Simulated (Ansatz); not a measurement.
## How many bands does the GW gap of TiO2 (Anatase) need?

How do accuracy and time trade against each other in G0W0 on TiO2 (Anatase)?

Program: Ansatz 0.2.0. Level of theory: G0W0 on PBE, plane waves, PAW. Results are calculated unless marked as measured.

## Step 1: Starting point

Symmetry: I4_1/amd, No. 141, tetragonal system. Conventional cell: a = 3.784 Å, b = 3.784 Å, c = 9.515 Å, α = 90.00°, β = 90.00°, γ = 90.00°. Nearest to Ti lie 6 O at 1.93 to 1.98 Å. Nearest to O lie 3 Ti at 1.93 to 1.98 Å. Farther neighbours and most contacts between anions are not listed.

The cell and positions come from the Crystallography Open Database and are kept as given unless a step says otherwise. The default PAW set here is soft_2. Its files were made with PBE.

## Step 2: 154 empty bands, screening to 100 eV

Now the one-shot GW correction: screening in the RPA, then the self-energy of the levels asked for.

input.yaml reads:

```yaml
crystal:
  lattice:
    - [-1.8921, 1.8921, 4.7573]
    - [1.8921, -1.8921, 4.7573]
    - [1.8921, 1.8921, -4.7573]
  atoms:
    - { symbol: Ti, position: [0.0, 0.0, 0.0] }
    - { symbol: Ti, position: [0.75, 0.25, 0.5] }
    - { symbol: O, position: [0.2081, 0.2081, 0.0] }
    - { symbol: O, position: [0.9581, 0.4581, 0.5] }
    - { symbol: O, position: [0.5419, 0.0419, 0.5] }
    - { symbol: O, position: [0.7919, 0.7919, 0.0] }
kpoints:
  mp_grid: { grid: [6, 6, 6] }
hamiltonian:
  xc: pbe
scf:
  occupations: { method: fixed }
gw:
  n_empty_bands: 154
  ecut_chi: 100.0
  qp_bands: [v2, c2]
  qp_kpoints: band_edges
  screening: { model: contour_deformation }
```

Launch:

```
$ ansatz run input.yaml --threads 3 --pin off --max-ram 64512MiB --backend cuda --events-out ev --progress --plain --runs-dir out --devices 1 --max-vram 24GiB  # rebuilt from the run's record
```

Numbers of over 12 decimals in the logs are rounded to 6 here.

What it wrote:

```text
GPUs: using 1 of 1 available (devices: 1).
Engine: ansatz 0.2.0, x86_64-unknown-linux-gnu
Pseudopotentials: kind: paw
Pseudopotential: Ti, paw, valence charge 12, recommended cutoff 420 eV (normal), Ti.paw.azcp
Pseudopotential: O, paw, valence charge 6, recommended cutoff 420 eV (normal), O.paw.azcp
Functional definition: PBE
  parameter kappa = 0.804
  parameter beta = 0.066725
  exchange = pbe_x(kappa = kappa, mu = beta*pi^2/3)
  correlation = pbe_c(beta = beta)
device memory: the entry about to start is reckoned to put 1.2 GiB on a device that reports 70.4 GiB free (of which the cap on the GPU budget leaves the run 24.0 GiB)
GPU FFT provider: cuFFT
GPU libraries: cuBLAS 13.8.1, cuFFT 12.4.0, cuSOLVER 12.3.2
Crystal: 6 atoms, lattice volume = 68.125 Å³
Basis set: ecut = 420 eV, 1315 PW (Γ)
Bands: 30, of which v1, the nominal top of the filled ones, is band 24 counted from 1 (23 counted from 0)
Symmetry: 16 space group operations
Space group: I41/amd (ITA 141), of the structure as read, at distance tolerance 4.1e-5 Å
k-points: 30 of 216
Non-local potential: Ti, projectors of the file, l = 0: 3, l = 1: 2, l = 2: 3, l = 3: 1
Non-local potential: O, projectors of the file, l = 0: 2, l = 1: 2, l = 2: 1
PAW form: soft (Blöchl's): semilocal exchange-correlation on the pseudo side does not see the compensation charge
PAW one-centre angular grid: Ti, 590 points (default); XC on 64 Gauss nodes
PAW one-centre angular grid: O, 110 points (default); XC on 64 Gauss nodes
Initial density: superposition of atomic densities (neutral atoms: chi_scale 0, normalization atom), corrected by the library's trained network
Initial wavefunctions: pseudopotential atomic-orbital guess
GPU buffer pool allocated for 64000 grid points (all kernels)
GPU transforms: local potential and band sums: pruned to the plane-wave sphere, on 40×40×40
Functional: x = pbe(κ = 0.804, μ = 0.219515), c = pbe(β = 0.066725)
SCF iter   1: F=—  HF=-7277.469444 eV  |F-HF|=—  |Δ(HF+E_count)|=         —  Δρ=3.44e-3  dr2=3.18e-3  ethr=1.77e-3  ⟨swp⟩=4.1  Hψ=3412  notcnv=0  defer=78
preconditioner: auto → none  [insulator: Δε(μ)=2.183 eV  Ē_g=9.668 eV  n_scr=14 (ndim 8)  ℏωp=25.4 eV  f_vac=0.102  ε∞_Penn≈7.9]
SCF iter   2: F=—  HF=-7277.471126 eV  |F-HF|=—  |Δ(HF+E_count)|=   1.68e-3  Δρ=2.66e-3  dr2=3.64e-3  ethr=6.63e-6  ⟨swp⟩=3.2  Hψ=1878  notcnv=0  defer=120
SCF iter   3: F=—  HF=-7277.470946 eV  |F-HF|=—  |Δ(HF+E_count)|=   1.80e-4  Δρ=1.46e-3  dr2=9.74e-4  ethr=6.63e-6  ⟨swp⟩=2.0  Hψ=1371  notcnv=0  defer=120
SCF iter   4: F=—  HF=-7277.471071 eV  |F-HF|=—  |Δ(HF+E_count)|=   1.25e-4  Δρ=5.98e-4  dr2=1.55e-4  ethr=2.03e-6  ⟨swp⟩=2.0  Hψ=1204  notcnv=0  defer=120
SCF iter   5: F=—  HF=-7277.471109 eV  |F-HF|=—  |Δ(HF+E_count)|=   3.85e-5  Δρ=1.19e-4  dr2=5.70e-6  ethr=3.22e-7  ⟨swp⟩=2.0  Hψ=1120  notcnv=0  defer=64
SCF iter   6: F=-7277.471112 eV  HF=-7277.471112 eV  |F-HF|=4.60e-9  |Δ(HF+E_count)|=   2.67e-6  Δρ=1.17e-5  dr2=5.25e-8  ethr=2.08e-10  ⟨swp⟩=7.8  Hψ=3764  notcnv=0
SCF 1 converged in 6 iterations: F = -7277.471112 eV  dr2 = 5.25e-8
  greatest PAW one-centre occupation: 0.999 electrons in one spin orbital (limit 2), on the Ti atom at site 1 (counted from 0), in its partial waves of l = 0
device memory: the entry about to start is reckoned to put 1.3 GiB (of the 1.4 GiB reckoned in all, the device holds 0.1 GiB already) on a device that reports 70.3 GiB free (of which the cap on the GPU budget leaves the run 23.9 GiB)
NSCF: frozen V_eff on 30 k-points, pencils in batches of 32, up to order 120
the band table was solved once the SCF had ended and its energy, with any forces and stress, was formed, with the checks that follow a solve (3859 applications of the Hamiltonian). They found nothing against the state; the energy, forces and stress were not computed again (output.eigenvalues in the input reference)
device memory: the entry about to start is reckoned to put 3.9 GiB on a device that reports 69.6 GiB free (of which the cap on the GPU budget leaves the run 24.0 GiB)
NSCF: frozen V_eff on 30 k-points
G₀W₀ screening: q 1/30
[... further progress lines ...]
device memory: the entry about to start is reckoned to put 0.6 GiB on a device that reports 70.2 GiB free (of which the cap on the GPU budget leaves the run 24.0 GiB)
NSCF: frozen V_eff on 1 k-points
device memory: the entry about to start is reckoned to put 0.6 GiB on a device that reports 70.2 GiB free (of which the cap on the GPU budget leaves the run 24.0 GiB)
NSCF: frozen V_eff on 1 k-points
device memory: the entry about to start is reckoned to put 0.6 GiB on a device that reports 70.2 GiB free (of which the cap on the GPU budget leaves the run 24.0 GiB)
NSCF: frozen V_eff on 1 k-points
SCF converged after 6 iterations
Free energy (F): -7277.471112 eV
Harris-Foulkes:  -7277.471112 eV  (|F-HF|=4.60e-9)
Internal energy: -7277.471112 eV  (E = F + TS)
E sigma→0 (E₀):  -7277.471112 eV
Fermi energy:    7.290149 eV
--- Per-component energies (eV) ---
  E_band       = -455.205566
  E_kinetic    = 1248.477498
  E_local      = -3570.329959  (includes V_loc(G=0)·N_el)
  E_nonlocal   = 196.559977
  E_hartree    = 1385.281100
  E_xc         = -492.965259
  E_vxc        = -624.309321  (∫ρ·V_xc dr)
  E_paw        = -2722.308975  (= ΣΔE_a)
  E_vpaw       = -476.184549  (= ΣTr[D̂ρ^β])
  E_aug_tail   = 0.010058  (compensation charges beyond the density's cutoff)
  E_ewald      = -3322.195552
  E_smearing   = -0.000000  (= −TS)
  E_closure    = 0.000000  (closes the sum)
  Σ components = -7277.471112   (vs F -7277.471112, Δ=0.00e0)
--- Band table (eV; the first three rows and the last of 30) ---
  k-point 0: bands = [... 20 lower, 6.5768, 6.5768, 6.8603, 6.8603, 9.4571, 10.1979, 11.3381, 11.3381, ... 2 higher]
  k-point 1: bands = [... 20 lower, 5.9961, 6.1682, 6.6813, 7.0711, 10.2981, 10.3998, 10.5942, 11.0350, ... 2 higher]
  k-point 2: bands = [... 20 lower, 5.2662, 6.3837, 6.7441, 7.2230, 10.4095, 10.6690, 10.8331, 11.1645, ... 2 higher]
  k-point 29: bands = [... 20 lower, 6.0736, 6.0736, 7.2097, 7.2097, 9.8146, 9.8146, 11.1183, 11.1183, ... 2 higher]
--- G₀W₀: contour deformation, 6 samples at zero and on the imaginary axis and 2 off it, 216 q-points, 154 empty bands' worth ---
  eigenvalues of the whole cell's RPA ε∞ on this k-mesh (on a slab, of 1 + 4πα/V) = 6.0566, 6.6453, 6.6453; static W/v taken at q = 0 is 0.153762
  gw.qp_kpoints: band_edges: 24 of 30 stored k-points solved, in 1 pass; an edge of the gap read off the rows below is read off those points alone
    valence top: of the k-points left out ik 7 came nearest to being solved in a further pass, in band 24 (counted from 1, as in the quasiparticle table): it holds the edge there only if its correction is more favourable than any solved in that band by at least 0.514 eV; those differ by 0.095 eV
    conduction bottom: of the k-points left out ik 27 came nearest to being solved in a further pass, in band 25 (counted from 1, as in the quasiparticle table): it holds the edge there only if its correction is more favourable than any solved in that band by at least 0.892 eV; those differ by 0.162 eV
    ik  band        ε_KS         Σx   Σc(E_QP)       V_xc       Z   E_QP_lin       E_QP  E_QP is
     0    23      6.8603   -25.3206     4.8182   -20.3244  0.7055     6.6815     6.6822  root
     0    24      6.8603   -25.3206     4.8182   -20.3244  0.7055     6.6815     6.6822  root
     0    25      9.4571   -13.0752    -6.3888   -20.7917  0.7329    10.8199    10.7848  root
     0    26     10.1979   -13.4563    -7.2394   -22.1402  0.7126    11.6955    11.6424  root
     1    23      6.6813   -25.8880     4.8122   -20.8930  0.7144     6.4978     6.4985  root
     1    24      7.0711   -25.7413     4.7814   -20.8004  0.7124     6.9112     6.9117  root
     1    25     10.2981   -13.3669    -7.2875   -22.0988  0.7126    11.7961    11.7425  root
     1    26     10.3998   -14.3012    -6.2979   -21.9275  0.7135    11.7707    11.7283  root
     2    23      6.7441   -25.3313     4.7744   -20.3801  0.7077     6.5667     6.5673  root
     2    24      7.2230   -25.6906     4.7675   -20.7911  0.7098     7.0906     7.0910  root
     2    25     10.4095   -13.6317    -7.2629   -22.3636  0.7119    11.9343    11.8786  root
     2    26     10.6690   -14.7392    -6.6984   -22.8996  0.7109    12.1859    12.1310  root
     3    23      7.2901   -25.8087     4.7479   -20.9375  0.7124     7.1665     7.1668  root
     3    24      7.2901   -25.8087     4.7479   -20.9375  0.7124     7.1665     7.1668  root
     3    25     10.6937   -13.8838    -7.3637   -22.7148  0.7052    12.2208    12.1610  root
     3    26     10.6937   -13.8838    -7.3637   -22.7148  0.7052    12.2208    12.1610  root
     4    23      6.6095   -26.0100     4.3382   -21.5857  0.7212     6.5233     6.5234  root
     4    24      6.8711   -25.6509     4.7702   -20.7074  0.7125     6.6971     6.6978  root
     4    25     10.0153   -14.0527    -6.1658   -21.5349  0.7214    11.3691    11.3317  root
     4    26     10.3109   -13.4936    -7.2095   -22.1321  0.7113    11.7928    11.7399  root
     5    23      6.6821   -25.9317     4.8020   -20.9314  0.7179     6.4830     6.4838  root
     5    24      6.9221   -25.2441     4.7278   -20.3507  0.7071     6.7559     6.7564  root
     5    25     10.3804   -13.5301    -7.2519   -22.2382  0.7126    11.8911    11.8366  root
     5    26     10.5690   -14.2344    -6.9310   -22.6385  0.7137    12.0972    12.0421  root
[...]
28    23      6.7042   -25.1805     4.6643   -20.3453  0.7083     6.5326     6.5332  root
    28    24      6.7042   -25.1805     4.6643   -20.3453  0.7083     6.5326     6.5332  root
    28    25     10.3065   -13.8871    -6.6876   -21.9573  0.7159    11.7352    11.6891  root
    28    26     10.3065   -13.8871    -6.6876   -21.9573  0.7159    11.7352    11.6891  root
    29    23      7.2097   -26.1440     4.6544   -21.3790  0.7181     7.0988     7.0991  root
    29    24      7.2097   -26.1440     4.6544   -21.3790  0.7181     7.0988     7.0991  root
    29    25      9.8146   -13.2308    -6.7941   -21.4109  0.7237    11.2441    11.2006  root
    29    26      9.8146   -13.2308    -6.7941   -21.4109  0.7237    11.2441    11.2006  root
```

The job ended after 23 s (1 × NVIDIA H100 80GB HBM3 (shared by 3 runs) with 3 threads of AMD EPYC 7R13 (Zen 3), shared host; peak memory 1.4 GiB; 41 s of CPU time).

In the SCF lines HF is the Harris–Foulkes energy and dr2 the Hartree energy of the density residual, in eV; the loop may stop once dr2 is under the threshold and the program's other checks hold. Hψ counts applications of the Hamiltonian.

Numbers from this step:

| Property | Result |
| --- | --- |
| bands summed | 178 |
| RPA ε∞ on this mesh (eigenvalues) | 6.057, 6.645, 6.645 |
| plane waves in the screening matrix | 155 |
| q-points in the mesh | 216 |
| G0W0 gap on the mesh | 3.618 eV |
| k of the valence top | 0, 0, -0.5 |
| k of the conduction bottom | 0, 0, 0 |
| starting gap on the mesh | 2.167 eV |
| Z at the valence top | 0.7124 |
| Z at the conduction bottom | 0.7329 |
| least direct G0W0 gap on the computed points | 3.944 eV |

The gap on the mesh goes from 2.17 eV to 3.62 eV, a correction of +1.45 eV. Between the two edge states, bare exchange in place of the xc potential would open the gap by 12.59 eV, and correlation takes back 11.14 eV.

## Step 3: 437 empty bands, screening to 200 eV

Bands and screening cutoff are moved together, since each hides the error of the other.

Edit input.yaml of step 2 so:

```diff
@@ -19,4 +19,4 @@
 gw:
-  n_empty_bands: 154
-  ecut_chi: 100.0
+  n_empty_bands: 437
+  ecut_chi: 200.0
   qp_bands: [v2, c2]
```

What it wrote:

```text
GPUs: using 1 of 1 available (devices: 1).
[...]
GPU FFT provider: cuFFT
GPU libraries: cuBLAS 13.8.1, cuFFT 12.4.0, cuSOLVER 12.3.2
Crystal: 6 atoms, lattice volume = 68.125 Å³
Basis set: ecut = 420 eV, 1315 PW (Γ)
Bands: 30, of which v1, the nominal top of the filled ones, is band 24 counted from 1 (23 counted from 0)
[... 1 set-up line as in the run before ...]
[...]
k-points: 30 of 216
[...]
GPU buffer pool allocated for 64000 grid points (all kernels)
[...]
SCF iter   1: F=—  HF=-7277.469444 eV  |F-HF|=—  |Δ(HF+E_count)|=         —  Δρ=3.44e-3  dr2=3.18e-3  ethr=1.77e-3  ⟨swp⟩=4.1  Hψ=3412  notcnv=0  defer=78
[...]
SCF iter   6: F=-7277.471112 eV  HF=-7277.471112 eV  |F-HF|=4.60e-9  |Δ(HF+E_count)|=   2.67e-6  Δρ=1.17e-5  dr2=5.25e-8  ethr=2.08e-10  ⟨swp⟩=7.8  Hψ=3764  notcnv=0
SCF 1 converged in 6 iterations: F = -7277.471112 eV  dr2 = 5.25e-8
[...]
NSCF: frozen V_eff on 30 k-points, pencils in batches of 32, up to order 120
[...]
NSCF: frozen V_eff on 30 k-points
G₀W₀ screening: q 1/30
[... further progress lines ...]
[...]
SCF converged after 6 iterations
Free energy (F): -7277.471112 eV
[...]
Internal energy: -7277.471112 eV  (E = F + TS)
E sigma→0 (E₀):  -7277.471112 eV
Fermi energy:    7.290149 eV
[...]
--- Band table (eV; the first three rows and the last of 30) ---
  k-point 0: bands = [... 20 lower, 6.5768, 6.5768, 6.8603, 6.8603, 9.4571, 10.1979, 11.3381, 11.3381, ... 2 higher]
  k-point 1: bands = [... 20 lower, 5.9961, 6.1682, 6.6813, 7.0711, 10.2981, 10.3998, 10.5942, 11.0350, ... 2 higher]
  k-point 2: bands = [... 20 lower, 5.2662, 6.3837, 6.7441, 7.2230, 10.4095, 10.6690, 10.8331, 11.1645, ... 2 higher]
  k-point 29: bands = [... 20 lower, 6.0736, 6.0736, 7.2097, 7.2097, 9.8146, 9.8146, 11.1183, 11.1183, ... 2 higher]
[...]
bands read: the sum over 461 bands ends inside a degenerate multiplet in 5 slots, whose members it reads at an even weight; the widest, k=3: bands 461 to 462 (counted from 1) at 1/2 each
[...]
0    23      6.8603   -25.3206     4.5231   -20.3244  0.6976     6.3818     6.3871  root
     0    24      6.8603   -25.3206     4.5231   -20.3244  0.6976     6.3818     6.3871  root
     0    25      9.4571   -13.0752    -6.6747   -20.7917  0.7286    10.5198    10.4989  root
     0    26     10.1979   -13.4563    -7.5431   -22.1402  0.7077    11.3707    11.3387  root
     1    23      6.6813   -25.8880     4.4857   -20.8930  0.7081     6.1663     6.1720  root
     1    24      7.0711   -25.7413     4.4631   -20.8004  0.7051     6.5885     6.5934  root
     1    25     10.2981   -13.3669    -7.5902   -22.0988  0.7078    11.4721    11.4398  root
     1    26     10.3998   -14.3012    -6.6106   -21.9275  0.7082    11.4393    11.4156  root
[...]
29    23      7.2097   -26.1440     4.3144   -21.3790  0.7110     6.7550     6.7591  root
    29    24      7.2097   -26.1440     4.3144   -21.3790  0.7110     6.7550     6.7591  root
    29    25      9.8146   -13.2308    -7.0880   -21.4109  0.7191    10.9325    10.9066  root
    29    26      9.8146   -13.2308    -7.0880   -21.4109  0.7191    10.9325    10.9066  root
```

It took 66 s on 1 × NVIDIA H100 80GB HBM3 (shared by 3 runs) with 3 threads; peak memory 2.6 GiB.

Numbers from this step:

* bands summed: 461
* RPA ε∞ on this mesh (eigenvalues): 5.996, 6.550, 6.550
* plane waves in the screening matrix: 447
* q-points in the mesh: 216
* G0W0 gap on the mesh: 3.654 eV
* k of the valence top: 0, 0, -0.5
* k of the conduction bottom: 0, 0, 0
* starting gap on the mesh: 2.167 eV
* Z at the valence top: 0.7049
* Z at the conduction bottom: 0.7286
* least direct G0W0 gap on the computed points: 3.991 eV

Against the run with 6×6×6 mesh, 154 empty bands, screening to 100 eV, the gap moves by +0.04 eV.

## Step 4: Changing the frequency model: 6×6×6 mesh, 437 empty bands, screening to 200 eV, plasmon pole

A plasmon pole stands in for the full frequency dependence of the screening; this run shows what that costs in accuracy.

Edit input.yaml of step 3 so:

```diff
@@ -23,2 +23,2 @@
   qp_kpoints: band_edges
-  screening: { model: contour_deformation }
+  screening: { model: godby_needs }
```

What it wrote:

```text
GPUs: using 1 of 1 available (devices: 1).
[...]
GPU FFT provider: cuFFT
GPU libraries: cuBLAS 13.8.1, cuFFT 12.4.0, cuSOLVER 12.3.2
Crystal: 6 atoms, lattice volume = 68.125 Å³
Basis set: ecut = 420 eV, 1315 PW (Γ)
Bands: 30, of which v1, the nominal top of the filled ones, is band 24 counted from 1 (23 counted from 0)
[... 1 set-up line as in the run before ...]
[...]
k-points: 30 of 216
[...]
1    26     10.3998   -14.3012    -6.4403   -21.9275  0.7711    11.5933    11.5859  root
[...]
29    23      7.2097   -26.1440     4.4382   -21.3790  0.7622     6.8823     6.8829  root
    29    24      7.2097   -26.1440     4.4382   -21.3790  0.7622     6.8823     6.8829  root
    29    25      9.8146   -13.2308    -6.9730   -21.4109  0.7767    11.0292    11.0216  root
    29    26      9.8146   -13.2308    -6.9730   -21.4109  0.7767    11.0292    11.0216  root
[key lines of the parts left out:]
SCF converged after 6 iterations
Free energy (F): -7277.471112 eV
Fermi energy:    7.290149 eV
```

Wall time 2.2 min (1 × NVIDIA H100 80GB HBM3 (shared by 3 runs) with 3 threads); peak memory 5.5 GiB.

Numbers from this step:

```
bands summed                                 : 461
plasmon-pole fit frequency                   : 31.17 eV
RPA ε∞ on this mesh (eigenvalues)            : 5.996, 6.550, 6.550
plane waves in the screening matrix          : 447
G0W0 gap on the mesh                         : 3.626 eV
k of the valence top                         : 0, 0, -0.5
k of the conduction bottom                   : 0, 0, 0
starting gap on the mesh                     : 2.167 eV
least direct G0W0 gap on the computed points : 3.969 eV
```

Against the run with 6×6×6 mesh, 437 empty bands, screening to 200 eV, the gap moves by −0.03 eV.

## Step 5: Side by side

Times are wall times on 1 × NVIDIA H100 80GB HBM3 (shared by 3 runs) with 3 threads of AMD EPYC 7R13 (Zen 3), shared host, good to a factor of about two.

| mesh | files | frequency | bands summed | cutoff (eV) | start (eV) | G0W0 (eV) | time | host memory (GiB) |
| --- | --- | --- | --- | --- | --- | --- | --- | --- |
| 6×6×6 | default PAW | contour deformation | 178 | 100 | 2.167 | 3.618 | 23 s | 1.4 |
| 6×6×6 | default PAW | contour deformation | 461 | 200 | 2.167 | 3.654 | 66 s | 2.6 |
| 6×6×6 | default PAW | plasmon pole | 461 | 200 | 2.167 | 3.626 | 2.2 min | 5.5 |

How the two edges are built up, in eV (the quasiparticle level is the starting level plus Σx plus Σc less Vxc):

| run | edge | start | Σx | Σc | Vxc | Z | QP |
| --- | --- | --- | --- | --- | --- | --- | --- |
| 178 bands | valence top | 7.29 | -25.81 | 4.75 | -20.94 | 0.71 | 7.17 |
| 178 bands | conduction bottom | 9.46 | -13.08 | -6.39 | -20.79 | 0.73 | 10.78 |
| 461 bands | valence top | 7.29 | -25.81 | 4.43 | -20.94 | 0.70 | 6.85 |
| 461 bands | conduction bottom | 9.46 | -13.08 | -6.67 | -20.79 | 0.73 | 10.50 |

## Step 6: What came out

| Quantity | Value |
| --- | --- |
| 178 bands, 100 eV | 3.618 eV |
| 461 bands, 200 eV | 3.654 eV |
| estimated limit in bands and cutoff | 3.68 eV |
| mesh and start | 6×6×6, PBE |

In words: A line in one over the bands through the two rungs gives 3.68 eV, +0.02 eV from the top rung; with two points alone it is an unchecked estimate. The rungs stand 0.06 eV (178 bands) and 0.02 eV (461 bands) from it. From 178 to 461 bands the gap moves by +0.04 eV while the time grows 2.8-fold. Σc changes by −0.32 eV at the valence top and −0.29 eV at the conduction bottom, so the levels themselves move more than the gap between them. The plasmon-pole model gives −0.03 eV against contour deformation, 2 % of the correction, and saved no time in this program. The 6×6×6 mesh misses a band edge: over a band path and its finer mesh (run apart) the PBE gap is 2.12 eV, so the G0W0 gap over the zone may lie about 0.05 eV below its value on the mesh.

[Paths, hosts, dates, memory and timing lines, banners, echoed tables and standing remarks are left out of the program output.]

[Logs are printed without paths, hosts, clocks, repeated set-up lines and the standing remarks that a program may print on its own settings, such as how far it seeks lower states.]

[Runs of the session that timed out or met a known fault of the program may be left out.]

[Cells called generated may have been cut or substituted from an entry of the Crystallography Open Database or the Materials Project.]

[Hosts, paths, dates, database ids (printed as entryN), source tags and the programs' standing remarks are cut or masked in the printed files.]
